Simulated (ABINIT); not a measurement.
# Diamond (Fd-3m, 2 atoms a cell): a self-consistent loop beyond G0W0, cycle by cycle, part 2 of 3

How far does self-consistency move the gap of Diamond (Fd-3m, 2 atoms a cell)?

ABINIT 10.8.3; PBE and many-body steps on it, plane waves. Known limits of the many-body steps: not at the basis limit.

So far. Step 4 (G0W0): The gap on the mesh goes from 4.19 eV to 5.49 eV, a correction of +1.30 eV. Step 5 (evGW0, cycle 1): Against G0W0 in ABINIT (8×8×8 mesh, 88 bands, screening to 261.2 eV, Godby-Needs plasmon pole), the gap moves by +0.256 eV. This first cycle still uses the starting levels; it takes the full correction, at all points of the mesh, and its linearised value is 5.487 eV.

### Step 6. evGW0, cycle 2

Level of this step: evGW0 on PBE, plane waves, norm-conserving pseudopotentials (ABINIT).

The corrected levels of the last cycle go back in.

run.abi

```
acell 3*1.0 Angstrom
rprim 
  -0.000000000000 1.783370000000 1.783370000000
  1.783370000000 0.000000000000 1.783370000000
  1.783370000000 1.783370000000 0.000000000000
ntypat 1
znucl 6
natom 2
typat 1 1
xred 
  -0.000000000000 0.000000000000 -0.000000000000
  0.250000000000 0.250000000000 0.250000000000
pp_dirpath "pseudos"
pseudos "C.upf"
ecut 37
ngkpt 8 8 8
nshiftk 1
shiftk 0 0 0
kptopt 1
chksymbreak 0
istwfk *1
occopt 1
irdwfk 1
optdriver 4
nband 88
gwcalctyp 10
ecutsigx 37
symsigma 1
nkptgw 29
kptgw 
  0.0000000000 0.0000000000 0.0000000000
  0.1250000000 0.0000000000 0.0000000000
  0.2500000000 0.0000000000 0.0000000000
  0.3750000000 0.0000000000 0.0000000000
  0.5000000000 0.0000000000 0.0000000000
  0.1250000000 0.1250000000 0.0000000000
  0.2500000000 0.1250000000 0.0000000000
  0.3750000000 0.1250000000 0.0000000000
  0.5000000000 0.1250000000 0.0000000000
  -0.3750000000 0.1250000000 0.0000000000
  -0.2500000000 0.1250000000 0.0000000000
  -0.1250000000 0.1250000000 0.0000000000
  0.2500000000 0.2500000000 0.0000000000
  0.3750000000 0.2500000000 0.0000000000
  0.5000000000 0.2500000000 0.0000000000
  -0.3750000000 0.2500000000 0.0000000000
  -0.2500000000 0.2500000000 0.0000000000
  0.3750000000 0.3750000000 0.0000000000
  0.5000000000 0.3750000000 0.0000000000
  -0.3750000000 0.3750000000 0.0000000000
  0.5000000000 0.5000000000 0.0000000000
  0.3750000000 0.2500000000 0.1250000000
  0.5000000000 0.2500000000 0.1250000000
  -0.3750000000 0.2500000000 0.1250000000
  0.5000000000 0.3750000000 0.1250000000
  -0.3750000000 0.3750000000 0.1250000000
  -0.2500000000 0.3750000000 0.1250000000
  -0.3750000000 0.5000000000 0.1250000000
  -0.2500000000 0.5000000000 0.2500000000
bdgw 
  1 8
  1 8
  1 8
  1 8
  1 8
  1 8
  1 8
  1 8
  1 8
  1 8
  1 8
  1 8
  1 8
  1 8
  1 8
  1 8
  1 8
  1 8
  1 8
  1 8
  1 8
  1 8
  1 8
  1 8
  1 8
  1 8
  1 8
  1 8
  1 8
ecuteps 9.6
irdscr 1
ppmodel 1
irdqps 1
indata_prefix "in"
outdata_prefix "out"
tmpdata_prefix "tmp"
```

The run is started by

```bash
> OMP_NUM_THREADS=1 mpirun -n 8 abinit run.abi > log
```

The program printed:

```text
.Version 10.8.3 of ABINIT. v10.8.2 released Aug 2026.

 Symmetries : space group Fd -3 m (#227); Bravais cF (face-center cubic)
[... echo of the input left out ...]
== DATASET  1 ==================================================================
-   mpi_nproc: 8, omp_nthreads: 1 (-1 if OMP is not activated)

--- !DatasetInfo
iteration_state: {dtset: 1, }
dimensions: {natom: 2, nkpt: 29, mband: 88, nsppol: 1, nspinor: 1, nspden: 1, mpw: 869, }
cutoff_energies: {ecut:  37.0, pawecutdg:  -1.0, }
[...]
.  kptgw no:  3; Maximum DeltaE = (   0.130   0.003) for band index:  1
[...]
.  kptgw no: 28; Maximum DeltaE = (  -0.162  -0.005) for band index:  8
.  kptgw no: 29; Maximum DeltaE = (   0.152   0.004) for band index:  1

== END DATASET(S) ==============================================================
================================================================================

 -outvars: echo values of variables after computation  --------
           etotal      0.0000000000E+00
            nband          88
             nkpt          29
          spgroup         227
 [... the other variables as echoed above ...]

 Calculation completed.
```

Wall time 10 min (8 MPI ranks of AMD EPYC 7R43, shared host); peak memory 2.3 GiB; 81 min of CPU time.

Numbers from this step:

```
quasiparticle gap on the mesh                         : 5.634 eV
gap of the density functional on the mesh             : 4.190 eV
k of the valence top                                  : 0, 0, 0
k of the conduction bottom                            : 0.375, 0.375, 0
least direct quasiparticle gap on the computed points : 7.578 eV
```

Against the cycle before, the gap moves by −0.109 eV.

### Step 7. evGW0, cycle 3

run.abi is that of step 6.

The program printed:

```text
.Version 10.8.3 of ABINIT. v10.8.2 released Aug 2026.

 Symmetries : space group Fd -3 m (#227); Bravais cF (face-center cubic)
[... echo of the input left out ...]
== DATASET  1 ==================================================================
-   mpi_nproc: 8, omp_nthreads: 1 (-1 if OMP is not activated)

--- !DatasetInfo
iteration_state: {dtset: 1, }
dimensions: {natom: 2, nkpt: 29, mband: 88, nsppol: 1, nspinor: 1, nspden: 1, mpw: 869, }
cutoff_energies: {ecut:  37.0, pawecutdg:  -1.0, }
[...]
.  kptgw no:  3; Maximum DeltaE = (  -0.015   0.003) for band index:  1
[...]
.  kptgw no: 28; Maximum DeltaE = (   0.023  -0.002) for band index:  7
.  kptgw no: 29; Maximum DeltaE = (  -0.024   0.002) for band index:  1

== END DATASET(S) ==============================================================
================================================================================

 -outvars: echo values of variables after computation  --------
           etotal      0.0000000000E+00
            nband          88
             nkpt          29
          spgroup         227
 [... the other variables as echoed above ...]

 Calculation completed.
```

Elapsed: 9.6 min, on 8 MPI ranks; peak memory 2.3 GiB; 77 min of CPU time.

This step gave:

```
quasiparticle gap on the mesh                         : 5.642 eV
gap of the density functional on the mesh             : 4.190 eV
k of the valence top                                  : 0, 0, 0
k of the conduction bottom                            : 0.375, 0.375, 0
least direct quasiparticle gap on the computed points : 7.596 eV
```

Against the cycle before, the gap moves by +0.008 eV.

### Step 8. Screening, 8×8×8 mesh, 88 bands, screening to 261.2 eV

This step: RPA screening on PBE, plane waves, norm-conserving pseudopotentials.

run.abi

```
acell 3*1.0 Angstrom
rprim 
  -0.000000000000 1.783370000000 1.783370000000
  1.783370000000 0.000000000000 1.783370000000
  1.783370000000 1.783370000000 0.000000000000
ntypat 1
znucl 6
natom 2
typat 1 1
xred 
  -0.000000000000 0.000000000000 -0.000000000000
  0.250000000000 0.250000000000 0.250000000000
pp_dirpath "pseudos"
pseudos "C.upf"
ecut 37
ngkpt 8 8 8
nshiftk 1
shiftk 0 0 0
kptopt 1
chksymbreak 0
istwfk *1
occopt 1
irdwfk 1
optdriver 3
nband 88
ecuteps 9.6
inclvkb 2
awtr 1
symchi 1
gwcalctyp 10
mbpt_sciss 2.086 eV
nqptdm 1
qptdm 
  0 0 0
indata_prefix "in"
outdata_prefix "out"
tmpdata_prefix "tmp"
```

The program printed:

```text
.Version 10.8.3 of ABINIT. v10.8.2 released Aug 2026.

 Symmetries : space group Fd -3 m (#227); Bravais cF (face-center cubic)
[... echo of the input left out ...]
== DATASET  1 ==================================================================
-   mpi_nproc: 8, omp_nthreads: 1 (-1 if OMP is not activated)

--- !DatasetInfo
iteration_state: {dtset: 1, }
dimensions: {natom: 2, nkpt: 29, mband: 88, nsppol: 1, nspinor: 1, nspden: 1, mpw: 869, }
cutoff_energies: {ecut:  37.0, pawecutdg:  -1.0, }
electrons: {nelect:   8.00000000E+00, charge:   0.00000000E+00, occopt:   1.00000000E+00, tsmear:   1.00000000E-02, }

 SCREENING: Calculation of the susceptibility and dielectric matrices

 Based on a program developped by R.W. Godby, V. Olevano, G. Onida, and L. Reining.
 Incorporated in ABINIT by V. Olevano, G.-M. Rignanese, and M. Torrent.
.Using double precision arithmetic ; gwpc =  8

[... cell and pseudopotentials left out ...]
--------------------------------------------------------------------------------

 ==== K-mesh for the wavefunctions ====
 Number of points in the irreducible wedge :    29
[... list of points left out ...]
 Together with 48 symmetry operations and time-reversal symmetry
 yields   512 points in the full Brillouin Zone.

 ==== Q-mesh for the screening function ====
 Number of points in the irreducible wedge :    29
[... list of points left out ...]
 Together with 48 symmetry operations and time-reversal symmetry
 yields   512 points in the full Brillouin Zone.

 setmesh: FFT mesh size selected  =    20x   20x   20
          total number of points  =         8000

 vcoul_init : cutoff-mode = AUXILIARY_FUNCTION
 q-points for optical limit:   1
     1)      0.000010    0.000020    0.000030

 Dielectric matrix will be calculated only for some
 selected q points provided by the user through the input variables
 nqptdm and qptdm

- screening: taking advantage of time-reversal symmetry
- Maximum band index for partially occupied states nbvw = 4
- Remaining bands to be divided among processors   nbcw = 84
- Number of bands treated by each node ~10

 rdqps: reading QP wavefunctions of the previous step
        looking for file in_QPS
 file not found, 1st iteration initialized with KS eigenelements

 screening : performing a first self-consistency
 update of the energies in W by a scissor operator
 applying a scissor operator of [eV] :   2.086

 Number of electrons calculated from density =    8.0000; Expected =    8.0000
 average of density, n =  0.104505
 r_s =    1.3170
 omega_plasma =   31.1835 [eV]

 calculating chi0 at frequencies [eV] :
  1    0.000000E+00    0.000000E+00
  2    0.000000E+00    3.118352E+01

--------------------------------------------------------------------------------
  q-point number  1        q = ( 0.000000, 0.000000, 0.000000) [r.l.u.]
--------------------------------------------------------------------------------
[... chi0 elements left out ...]
 For q-point:  0.000010 0.000020 0.000030
  dielectric constant =   4.8389
  dielectric constant without local fields =   5.1648

  Average fulfillment of the sum rule on Im[epsilon] for q-point    1 :     96.49  [%]
[... wings left out ...]
== END DATASET(S) ==============================================================
================================================================================

 -outvars: echo values of variables after computation  --------
           etotal      0.0000000000E+00
            nband          88
             nkpt          29
          spgroup         227
 [... the other variables as echoed above ...]

 Calculation completed.
```

It took 5 s on 8 MPI ranks; peak memory 0.46 GiB.

This step gave:

```yaml
eps_infinity_with_local_fields_on_this_mesh_along_the_program_s_q_direction: 4.839
the_same_without_local_fields: 5.165
plasma_frequency: 31.18 eV
plane_waves_in_the_screening_matrix: 113
```

This screening uses the functional's bands under a rigid shift, the mean opening of the cycle before.

### Step 9. Screening, 8×8×8 mesh, 88 bands, screening to 261.2 eV

This step: RPA screening on PBE from quasiparticle energies, plane waves, norm-conserving pseudopotentials.

run.abi, as its differences from that of step 8:

```diff
@@ -29,7 +29,34 @@
 symchi 1
+irdqps 1
 gwcalctyp 10
-mbpt_sciss 2.086 eV
-nqptdm 1
+nqptdm 28
 qptdm 
-  0 0 0
+  0.1250000000 0.0000000000 0.0000000000
+  0.2500000000 0.0000000000 0.0000000000
+  0.3750000000 0.0000000000 0.0000000000
+  0.5000000000 0.0000000000 0.0000000000
+  0.1250000000 0.1250000000 0.0000000000
+  0.2500000000 0.1250000000 0.0000000000
+  0.3750000000 0.1250000000 0.0000000000
+  0.5000000000 0.1250000000 0.0000000000
+  -0.3750000000 0.1250000000 0.0000000000
+  -0.2500000000 0.1250000000 0.0000000000
+  -0.1250000000 0.1250000000 0.0000000000
+  0.2500000000 0.2500000000 0.0000000000
+  0.3750000000 0.2500000000 0.0000000000
+  0.5000000000 0.2500000000 0.0000000000
+  -0.3750000000 0.2500000000 0.0000000000
+  -0.2500000000 0.2500000000 0.0000000000
+  0.3750000000 0.3750000000 0.0000000000
+  0.5000000000 0.3750000000 0.0000000000
+  -0.3750000000 0.3750000000 0.0000000000
+  0.5000000000 0.5000000000 0.0000000000
+  0.3750000000 0.2500000000 0.1250000000
+  0.5000000000 0.2500000000 0.1250000000
+  -0.3750000000 0.2500000000 0.1250000000
+  0.5000000000 0.3750000000 0.1250000000
+  -0.3750000000 0.3750000000 0.1250000000
+  -0.2500000000 0.3750000000 0.1250000000
+  -0.3750000000 0.5000000000 0.1250000000
+  -0.2500000000 0.5000000000 0.2500000000
 indata_prefix "in"
```

mrgscr.stdin

```
2
merged
q0_SCR
out_SCR
1
```

The run is started by

```bash
> OMP_NUM_THREADS=1 mpirun -n 8 abinit run.abi > log; mrgscr < mrgscr.stdin
```

The program printed:

```text
.Version 10.8.3 of ABINIT. v10.8.2 released Aug 2026.

 Symmetries : space group Fd -3 m (#227); Bravais cF (face-center cubic)
[... echo of the input left out ...]
== DATASET  1 ==================================================================
-   mpi_nproc: 8, omp_nthreads: 1 (-1 if OMP is not activated)

--- !DatasetInfo
iteration_state: {dtset: 1, }
dimensions: {natom: 2, nkpt: 29, mband: 88, nsppol: 1, nspinor: 1, nspden: 1, mpw: 869, }
cutoff_energies: {ecut:  37.0, pawecutdg:  -1.0, }
[...]
q-point number  1        q = ( 0.125000, 0.000000, 0.000000) [r.l.u.]
--------------------------------------------------------------------------------
[... chi0 elements left out ...]
  Average fulfillment of the sum rule on Im[epsilon] for q-point    2 :    111.01  [%]

--------------------------------------------------------------------------------
  q-point number  2        q = ( 0.250000, 0.000000, 0.000000) [r.l.u.]
--------------------------------------------------------------------------------
[... chi0 elements left out ...]
  Average fulfillment of the sum rule on Im[epsilon] for q-point    3 :    106.52  [%]

 [... 26 further q-points ...]
```

The job ended after 53 s (8 MPI ranks; peak memory 1.3 GiB).

This step gave:

| Property | Result |
| --- | --- |
| plasma frequency | 31.18 eV |
| plane waves in the screening matrix | 113 |

This screening reads the quasiparticle levels of the cycle before.

### Step 10. evGW, cycle 1

This step: evGW on PBE, plane waves, norm-conserving pseudopotentials.

run.abi, as its differences from that of step 9:

```diff
@@ -23,12 +23,10 @@
 irdwfk 1
-optdriver 3
+optdriver 4
 nband 88
-ecuteps 9.6
-inclvkb 2
-awtr 1
-symchi 1
-irdqps 1
 gwcalctyp 10
-nqptdm 28
-qptdm 
+ecutsigx 37
+symsigma 1
+nkptgw 29
+kptgw 
+  0.0000000000 0.0000000000 0.0000000000
   0.1250000000 0.0000000000 0.0000000000
@@ -61,2 +59,36 @@
   -0.2500000000 0.5000000000 0.2500000000
+bdgw 
+  1 8
+  1 8
+  1 8
+  1 8
+  1 8
+  1 8
+  1 8
+  1 8
+  1 8
+  1 8
+  1 8
+  1 8
+  1 8
+  1 8
+  1 8
+  1 8
+  1 8
+  1 8
+  1 8
+  1 8
+  1 8
+  1 8
+  1 8
+  1 8
+  1 8
+  1 8
+  1 8
+  1 8
+  1 8
+ecuteps 9.6
+irdscr 1
+ppmodel 1
+irdqps 1
 indata_prefix "in"
```

The run is started by

```bash
> OMP_NUM_THREADS=1 mpirun -n 8 abinit run.abi > log
```

The program printed:

```text
.Version 10.8.3 of ABINIT. v10.8.2 released Aug 2026.

 Symmetries : space group Fd -3 m (#227); Bravais cF (face-center cubic)
[... echo of the input left out ...]
== DATASET  1 ==================================================================
-   mpi_nproc: 8, omp_nthreads: 1 (-1 if OMP is not activated)

--- !DatasetInfo
iteration_state: {dtset: 1, }
dimensions: {natom: 2, nkpt: 29, mband: 88, nsppol: 1, nspinor: 1, nspden: 1, mpw: 869, }
cutoff_energies: {ecut:  37.0, pawecutdg:  -1.0, }
[...]
.  kptgw no:  3; Maximum DeltaE = (  -0.402   0.006) for band index:  1
[...]
.  kptgw no: 28; Maximum DeltaE = (  -0.275   0.001) for band index:  1
.  kptgw no: 29; Maximum DeltaE = (  -0.262   0.001) for band index:  1

== END DATASET(S) ==============================================================
================================================================================

 -outvars: echo values of variables after computation  --------
           etotal      0.0000000000E+00
            nband          88
             nkpt          29
          spgroup         227
 [... the other variables as echoed above ...]

 Calculation completed.
```

The job ended after 10 min (8 MPI ranks; peak memory 2.3 GiB; 80 min of CPU time).

Numbers from this step:

| Property | Result |
| --- | --- |
| quasiparticle gap on the mesh | 5.871 eV |
| gap of the density functional on the mesh | 4.190 eV |
| k of the valence top | 0, 0, 0 |
| k of the conduction bottom | 0.375, 0.375, 0 |
| least direct quasiparticle gap on the computed points | 7.835 eV |

Against G0W0 in ABINIT (8×8×8 mesh, 88 bands, screening to 261.2 eV, Godby-Needs plasmon pole), the gap moves by +0.384 eV.

### Step 11. Screening, 8×8×8 mesh, 88 bands, screening to 261.2 eV

This step: RPA screening on PBE, plane waves, norm-conserving pseudopotentials.

run.abi

```
acell 3*1.0 Angstrom
rprim 
  -0.000000000000 1.783370000000 1.783370000000
  1.783370000000 0.000000000000 1.783370000000
  1.783370000000 1.783370000000 0.000000000000
ntypat 1
znucl 6
natom 2
typat 1 1
xred 
  -0.000000000000 0.000000000000 -0.000000000000
  0.250000000000 0.250000000000 0.250000000000
pp_dirpath "pseudos"
pseudos "C.upf"
ecut 37
ngkpt 8 8 8
nshiftk 1
shiftk 0 0 0
kptopt 1
chksymbreak 0
istwfk *1
occopt 1
irdwfk 1
optdriver 3
nband 88
ecuteps 9.6
inclvkb 2
awtr 1
symchi 1
gwcalctyp 10
mbpt_sciss 2.401 eV
nqptdm 1
qptdm 
  0 0 0
indata_prefix "in"
outdata_prefix "out"
tmpdata_prefix "tmp"
```

The program printed:

```text
.Version 10.8.3 of ABINIT. v10.8.2 released Aug 2026.

 Symmetries : space group Fd -3 m (#227); Bravais cF (face-center cubic)
[... echo of the input left out ...]
== DATASET  1 ==================================================================
-   mpi_nproc: 8, omp_nthreads: 1 (-1 if OMP is not activated)

--- !DatasetInfo
iteration_state: {dtset: 1, }
dimensions: {natom: 2, nkpt: 29, mband: 88, nsppol: 1, nspinor: 1, nspden: 1, mpw: 869, }
cutoff_energies: {ecut:  37.0, pawecutdg:  -1.0, }
[...]
[... chi0 elements left out ...]
 For q-point:  0.000010 0.000020 0.000030
  dielectric constant =   4.7554
  dielectric constant without local fields =   5.0689

  Average fulfillment of the sum rule on Im[epsilon] for q-point    1 :     96.98  [%]
[... wings left out ...]
== END DATASET(S) ==============================================================
================================================================================

 -outvars: echo values of variables after computation  --------
           etotal      0.0000000000E+00
            nband          88
             nkpt          29
          spgroup         227
 [... the other variables as echoed above ...]

 Calculation completed.
```

Wall time 5.2 s (8 MPI ranks); peak memory 0.41 GiB; 37 s of CPU time.

Numbers from this step:

```
ε∞ with local fields, on this mesh, along the program's q direction : 4.755
the same without local fields                                       : 5.069
plasma frequency                                                    : 31.18 eV
plane waves in the screening matrix                                 : 113
```

This screening uses the functional's bands under a rigid shift, the mean opening of the cycle before.

[end of part 2 of 3]

[Paths, hosts, dates, memory and timing lines, banners, echoed tables and standing remarks are left out of the program output.]

[Logs are printed without paths, hosts, clocks, repeated set-up lines and the standing remarks that a program may print on its own settings, such as how far it seeks lower states.]

[Runs of the session that timed out or met a known fault of the program may be left out.]

[Hosts, paths, dates, database ids (printed as entryN), source tags and the programs' standing remarks are cut or masked in the printed files.]

[G0W0 gaps are taken among the corrected bands and points alone; a level outside them can change the order at an edge.]

[Where Ansatz stands beside ABINIT at settings called matched, ABINIT's density can come from a denser mesh and the files from another edition; pairs whose starting gaps differed by over 0.03 eV were left out, so agreement reads better than it is.]
